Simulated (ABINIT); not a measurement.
**A GW chain in ABINIT: CsAsF6 (R-3)**

Symmetry: R-3, No. 148, trigonal system. Conventional cell: a = 7.712 Å, b = 7.712 Å, c = 7.866 Å, α = 90.00°, β = 90.00°, γ = 120.00°. Cs has 12 F at 3.10 to 3.24 Å nearest. Nearest to As lie 6 F at 1.75 Å. Nearest to F lie 1 As at 1.75 Å and 2 Cs at 3.10 to 3.24 Å. Farther neighbours, and contacts between anions beyond the nearest, are not listed.

| Quantity | Value |
| --- | --- |
| method | RPA screening on PBEsol, plane waves, norm-conserving pseudopotentials (and 2 further levels or steps) |
| program | ABINIT 10.8.3 |
| settings | cutoff 44 Ha, PseudoDojo scalar-relativistic 0.4 stringent, norm-conserving, ngkpt (2, 2, 2), nband 162, ecuteps 4.8 Ha, inclvkb 2, shiftk (0, 0, 0), symchi 1, awtr 1, frequency ppm, 2×2×2 k-mesh |
| cost | 4 runs, 5 min in all on 4 MPI ranks of Arm Neoverse V2, shared host |
| notes | The cell and positions are those that the Materials Project relaxed with its own functionals (PBE, PBE+U or r2SCAN), kept fixed. Limits: no spin-orbit coupling. The 2×2×2 mesh is coarse for this cell, which bears on the long-range parts of exchange and screening. |
| PBEsol gap | 5.68 eV, direct |
| G0W0 gap on the mesh | 10.41 eV |
| GW settings | 2×2×2 mesh, 162 bands, screening to 130.6 eV, Godby-Needs plasmon pole |
| known limits | short of the basis limit; no spin-orbit coupling; coarse k mesh |

G0W0 moves the gap on the mesh from 5.68 eV to 10.41 eV (+4.73 eV), with Z of 0.81 and 0.87 at the edges. Local fields lower the RPA ε∞ on this mesh from 2.29 to 2.02; a Γ-centred mesh this coarse tends to raise both, most where the direct gap is narrow, while a short band sum lowers them.

[Paths, hosts, dates, memory and timing lines, banners, echoed tables and standing remarks are left out of the program output; an Ansatz launch command may be rebuilt from the run's recorded settings. Measured values are a selection of at most five: reports struck by readers or far from the other reports are left out. None is set beside runs whose start may be inverted or whose files or cutoffs have a known fault.]

[Runs of the session that timed out or met a known fault of the program may be left out.]

[Hosts, paths, dates, database ids (printed as entryN), source tags and the programs' standing remarks are cut or masked in the printed files.]

[G0W0 gaps are taken among the corrected bands and points alone; a level outside them can change the order at an edge.]

[Where Ansatz stands beside ABINIT at settings called matched, ABINIT's density can come from a denser mesh and the files from another edition; pairs whose starting gaps differed by over 0.03 eV were left out, so agreement reads better than it is.]
